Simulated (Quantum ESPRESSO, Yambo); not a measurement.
# SnTe (Fm-3m): G0W0 with Yambo, start to end, part 2 of 3

Aim: the G0W0 gap of SnTe (Fm-3m) on PBE with spin-orbit coupling, step by step.

Quantum ESPRESSO 7.5 and Yambo 5.3.0; PBE and many-body steps on it, plane waves. Known limits of the many-body steps: not at the basis limit; coarse k mesh.

So far. Step 2 (Ground state): The gap is direct, at (0.000, 0.000, -0.500). Step 3 (Bands along the symmetry lines): The gap is 0.264 eV, as in the run before at this level.

The database entry behind the starting cell differs from later determinations by our own check (about 0.3 % short), so it need not match the best structure at ambient conditions.

**4. Empty states on the mesh, 4×4×4 mesh, 230 bands**

Level of this step: DFT, PBE with spin-orbit coupling, plane waves, norm-conserving pseudopotentials (Quantum ESPRESSO).

The sums over transitions need many empty states on a uniform mesh; this step solves for them.

File pw.in:

```
&control
  calculation = 'nscf'
  prefix = 'x'
  outdir = 'o'
  pseudo_dir = 'pseudo'
/
&system
  ibrav = 0
  nat = 2
  ntyp = 2
  ecutwfc = 88.0
  nbnd = 230
  force_symmorphic = .true.
  noncolin = .true.
  lspinorb = .true.
/
&electrons
  conv_thr = 1e-9
  electron_maxstep = 80
  diago_full_acc = .true.
  diago_thr_init = 5e-6
/
ATOMIC_SPECIES
  Sn 118.71 Sn.upf
  Te 127.6 Te.upf
CELL_PARAMETERS angstrom
  -0.0000000000 3.1508500000 3.1508500000
  3.1508500000 -0.0000000000 3.1508500000
  3.1508500000 3.1508500000 -0.0000000000
ATOMIC_POSITIONS crystal
  Sn 0.0000000000 0.0000000000 0.0000000000
  Te 0.5000000000 0.5000000000 0.5000000000
K_POINTS automatic
  4 4 4 0 0 0
```

Run with:

```bash
OMP_NUM_THREADS=1 mpirun -n 4 pw.x -nk 4 -in pw.in > pw.out
```

What it wrote:

```text
[banner, memory and clock lines left out]
Program PWSCF v.7.5 starts

     Atomic positions and unit cell read from directory:
     o/x.save/

     Message from routine setup:
     using ibrav=0 with symmetry is DISCOURAGED, use correct ibrav instead

     G-vector sticks info

     bravais-lattice index     =            0
     lattice parameter (alat)  =       8.4206  a.u.
     unit-cell volume          =     422.1918 (a.u.)^3
     number of atoms/cell      =            2
     number of atomic types    =            2
     number of electrons       =        46.00
     number of Kohn-Sham states=          230
     kinetic-energy cutoff     =      88.0000  Ry
     charge density cutoff     =     352.0000  Ry
     Exchange-correlation= PBE
                           (   1   4   3   4   0   0   0)
     Non magnetic calculation with spin-orbit

     celldm(1)=   8.420572  celldm(2)=   0.000000  celldm(3)=   0.000000
     celldm(4)=   0.000000  celldm(5)=   0.000000  celldm(6)=   0.000000

     crystal axes: (cart. coord. in units of alat)
               a(1) = (  -0.000000   0.707107   0.707107 )
               a(2) = (   0.707107  -0.000000   0.707107 )
               a(3) = (   0.707107   0.707107  -0.000000 )

     reciprocal axes: (cart. coord. in units 2 pi/alat)
               b(1) = ( -0.707107  0.707107  0.707107 )
               b(2) = (  0.707107 -0.707107  0.707107 )
               b(3) = (  0.707107  0.707107 -0.707107 )
     Pseudo is Norm-conserving + core correction, Zval = 22.0
     Generated using ONCVPSP code by D. R. Hamann
     Using radial grid of 1668 points, 10 beta functions with:
     Pseudo is Norm-conserving + core correction, Zval = 24.0
     Generated using ONCVPSP code by D. R. Hamann
     Using radial grid of 1324 points, 10 beta functions with:
     Sn               22.00   118.71000     Sn( 1.00)
     Te               24.00   127.60000     Te( 1.00)

     48 Sym. Ops., with inversion, found

   Cartesian axes

     site n.     atom                  positions (alat units)
         1        Sn     tau(   1) = (   0.0000000   0.0000000   0.0000000  )
         2        Te     tau(   2) = (   0.7071068   0.7071068   0.7071068  )

     number of k points=     8
                       cart. coord. in units 2pi/alat
        k(    1) = (   0.0000000   0.0000000   0.0000000), wk =   0.0156250
        k(    2) = (   0.1767767   0.1767767  -0.1767767), wk =   0.1250000
        k(    3) = (  -0.3535534  -0.3535534   0.3535534), wk =   0.0625000
[...]
k(    7) = (  -0.7071068   0.0000000   0.0000000), wk =   0.0468750
        k(    8) = (  -0.7071068   0.3535534   0.0000000), wk =   0.0937500

     Dense  grid:    47183 G-vectors     FFT dimensions: (  54,  54,  54)

     The potential is recalculated from file :
     o/x.save/charge-density

     Starting wfcs are   52 randomized atomic wfcs +  178 random wfcs

     Band Structure Calculation

     End of band structure calculation

          k = 0.0000 0.0000 0.0000 (  5961 PWs)   bands (ev):

  -148.1553-148.1553-118.3843-118.3843-104.9707-104.9707 -95.2621 -95.2621
   -95.2621 -95.2621 -79.4370 -79.4370 -71.8715 -71.8715 -71.8715 -71.8715
   -26.4281 -26.4281 -26.4281 -26.4281 -24.9647 -24.9647 -24.9647 -24.9647
   -24.9625 -24.9625 -11.0353 -11.0353 -11.0353 -11.0353  -9.9987  -9.9987
[...]
[... 17 further rows ...]
[...]
76.3661  76.3661  76.3661  76.3661  76.4048  76.4048

          k = 0.1768 0.1768-0.1768 (  5901 PWs)   bands (ev):

  -148.1552-148.1552-118.3842-118.3842-104.9707-104.9707 -95.2621 -95.2621
[...]
[... 17 further rows ...]
[...]
75.9390  75.9390  77.1122  77.1122  77.4122  77.4122

          k =-0.3536-0.3536 0.3536 (  5900 PWs)   bands (ev):

  -148.1552-148.1552-118.3842-118.3842-104.9707-104.9707 -95.2621 -95.2621
[...]
27.8555  27.8555  28.4479  28.4479  28.7426  28.7426  30.3864  30.3864
     [... 17 further rows ...]
    74.4256  74.4256  74.4934  74.4934  74.9697  74.9697  74.9975  74.9975
    77.8340  77.8340  79.1395  79.1395  79.5603  79.5603

          k = 0.3536 0.0000 0.0000 (  5862 PWs)   bands (ev):

     [... further k-points ...]

     highest occupied, lowest unoccupied level (ev):    11.3645   11.6283

     XML data file, pseudopotentials, collected wavefunctions
```

Wall time 73 s (4 MPI ranks of Arm Neoverse V1, shared host); peak memory 1.2 GiB.

This step gave:

| Quantity | Value |
| --- | --- |
| gap | 0.2638 eV |
| k of the valence top | 0, 0, -0.5 |
| k of the conduction bottom | 0, 0, -0.5 |
| least direct gap | 0.2638 eV |
| k points computed | 8 |
| lowest point of the top converged band, above the valence top | 63.7488 eV |

On this mesh the gap is 0.264 eV.

**5. Conversion and set-up**

This step: Yambo 5.3.0; conversion and set-up on PBE with spin-orbit coupling, plane waves, norm-conserving pseudopotentials.

The states are converted to the many-body program's format and the q mesh is built.

Run with:

```bash
(cd o/x.save; p2y > p2y.log; mv SAVE ../..); yambo > setup.log
```

What it wrote:

```text
 Yambo, version 5.3.0

 [02] CORE Variables Setup
 =========================

  [02.01] Unit cells
  ==================

  Cell kind             :  FCC
  Atoms in the cell     :  Sn  Te
  number of Sn atoms    :  1
  number of Te atoms    :  1

  List of atomic masses
  Mass of Sn    :  118.7100
  Mass of Te    :  127.6000

  List of atomic coordinates    : [cc]
  Sn1       :  0.000000  0.000000  0.000000  order 1
  Te1       :  5.954244  5.954244  5.954244  order 2

  Alat factors          :  5.954244  5.954244  5.954244 [a.u.]
  Direct lattice volume :  422.1918 [a.u.]
  Direct lattice vectors:  A[ 1 ]  A[ 2 ]  A[ 3 ]
   A[ 1 ]: -0.000000  1.000000  1.000000  [iru]
  -0.000000  5.954244  5.954244  [cc]
   A[ 2 ]:  1.000000 -0.000000  1.000000  [iru]
   5.954244 -0.000000  5.954244  [cc]
   A[ 3 ]:  1.000000  1.000000 -0.000000  [iru]
   5.954244  5.954244 -0.000000  [cc]

  Recip. lattice volume :  0.587530 [a.u.]
  Recip. lattice vectors:  B[ 1 ]  B[ 2 ]  B[ 3 ]
   B[ 1 ]: -0.500000  0.500000  0.500000  [iku]
  -0.527622  0.527622  0.527622  [cc]
   B[ 2 ]:  0.500000 -0.500000  0.500000  [iku]
   0.527622 -0.527622  0.527622  [cc]
   B[ 3 ]:  0.500000  0.500000 -0.500000  [iku]
   0.527622  0.527622 -0.527622  [cc]

  [02.02] Symmetries
  ==================

  Inversion symmetry    : yes
  Spatial inversion     : yes
  Inversion index       :  25
  K-space Time-reversal : no
  Magnetic symmetries   : no
  Group table correct   : yes
  Symmetries units      :  [cc]

   [S  1]:   1.0000     -0.33839E-16 -0.33839E-16 -0.33839E-16   1.0000      0.33839E-16  0.33839E-16  0.33839E-16   1.0000
   [S  2]:  -1.0000      0.33839E-16 -0.33839E-16  0.33839E-16  -1.0000      0.33839E-16 -0.33839E-16 -0.33839E-16   1.0000
   [S  3]:  -1.0000     -0.33839E-16  0.33839E-16  0.33839E-16   1.0000     -0.33839E-16 -0.33839E-16  0.33839E-16  -1.0000
[...]
[... 36 further rows ...]
   [S 47]: -0.33839E-16   1.0000      0.33839E-16  0.33839E-16 -0.33839E-16  -1.0000       1.0000      0.33839E-16 -0.33839E-16
   [S 48]: -0.33839E-16  -1.0000     -0.33839E-16  0.33839E-16  0.33839E-16   1.0000       1.0000     -0.33839E-16  0.33839E-16

  [02.03] Reciprocal space
  ========================

  nG shells         :   424
  nG charge         :   47183
  nG WFs            :   7025
  nC WFs            :   5961
  G-vecs. in first 42 shells:  [ Number ]
     1    9   15   27   51   59   65   89  113
    137   169   181   229   259   283   307   331   339
    387   411   459   531   537   561   609   645   701
[...]
1139  1211  1243  1291  1363  1411
  ...
  Shell energy in first 42 shells:  [ mHa ]
[...]
7098.83      7238.02      7794.79      8212.37      8908.33      9325.91      9465.11      10021.9      10439.5
    10578.6      11135.4      11553.0      11692.2      12249.0      12666.5      13362.5      13780.1      13919.3
[...]
K/Q-points units:
  rlu = crystal or reduced units; cc = cartesian coordinates; iku = interal k-units

  K [1]          [rlu]:  0.000000  0.000000  0.000000
         WF components:   5961
  K [2]          [rlu]: -0.66760E-18 -0.66760E-18  0.25000
         WF components:   5901
  K [3]          [rlu]:  0.13352E-17  0.13352E-17 -0.50000
         WF components:   5900
  K [4]          [rlu]:  0.24960E-17  0.25000      0.25000
         WF components:   5862
  K [5]          [rlu]: -0.27206E-16  0.25000     -0.50000
         WF components:   5867
  [... 2 further k-points ...]
  K [8]          [rlu]:  0.250000 -0.500000 -0.250000
         WF components:   5876

  [02.05] Energies & Occupations
  ==============================

  [X] === General ===
  [X] Electronic Temperature                        :  0.000000  0.000000 [eV K]
  [X] Bosonic    Temperature                        :  0.000000  0.000000 [eV K]
  [X] Finite Temperature mode                       : no
  [X] El. density                                   :  0.73527E+24 [cm-3]
  [X] Fermi Level                                   :  11.36445 [eV]

  [X] === Gaps and Widths ===
  [X] Conduction Band Min                           :  0.263850 [eV]
  [X] Valence Band Max                              :  0.000000 [eV]
  [X] Filled Bands                                  :   46
  [X] Empty Bands                                   :   47  230
  [X] Direct Gap                                    :  0.263850 [eV]
  [X] Direct Gap localized at k                     :  3
  [X] Indirect Gap                                  :  0.263850 [eV]
  [X] Indirect Gap between kpts                     :  3  3
  [X] Last valence band width                       :  3.416809 [eV]
  [X] 1st conduction band width                     :  2.640393 [eV]

  E @ K [1]:  [eV]
  -159.5197 -159.5197 -129.7487 -129.7487 -116.3352 -116.3352 -106.6265 -106.6265
  -106.6265 -106.6265  -90.8014  -90.8014  -83.2360  -83.2360  -83.2360  -83.2360
  -37.79250 -37.79250 -37.79250 -37.79250 -36.32919 -36.32919 -36.32919 -36.32919
[...]
occ @ K [1]
[...]
E @ K [2]:  [eV]
[...]
occ @ K [2]
[...]
E @ K [3]:  [eV]
[...]
occ @ K [3]
[...]
E @ K [4]:  [eV]
[...]
occ @ K [4]
[...]
E @ K [5]:  [eV]
[...]
occ @ K [5]
[...]
[... 2 further k-points ...]
  E @ K [8]:  [eV]
[...]
occ @ K [8]
[...]
0.000000  0.000000  0.000000  0.000000  0.000000  0.000000  0.000000  0.000000
   0.000000  0.000000  0.000000  0.000000  0.000000  0.000000  0.000000  0.000000

 [03] Transferred momenta grid and indexing
 ==========================================

 IBZ Q-points                                      :   8
 BZ  Q-points                                      :   64

 K/Q-points units:
 rlu = crystal or reduced units; cc = cartesian coordinates; iku = interal k-units

 Q [1]          [rlu]:  0.000000  0.000000  0.000000
 Q [2]          [rlu]:  0.78548E-18  0.78548E-18  0.25000
 Q [3]          [rlu]: -0.15710E-17 -0.15710E-17 -0.50000
[...]
Q [7]          [rlu]: -0.49919E-17 -0.50000     -0.50000
 Q [8]          [rlu]:  0.250000 -0.500000 -0.250000

  [03.01] X indexes
  =================

   [03.01.01] Sigma indexes
   ========================

 [06] Game Over & Game summary
```

Wall time 4 s (1 MPI rank); peak memory 0.26 GiB.

(Part 2 of 3 ends here.)

[Paths, hosts, dates, memory and timing lines, banners, echoed tables and standing remarks are left out of the program output.]

[Logs are printed without paths, hosts, clocks, repeated set-up lines and the standing remarks that a program may print on its own settings, such as how far it seeks lower states.]

[Runs of the session that timed out or met a known fault of the program may be left out.]

[Hosts, paths, dates, database ids (printed as entryN), source tags and the programs' standing remarks are cut or masked in the printed files.]
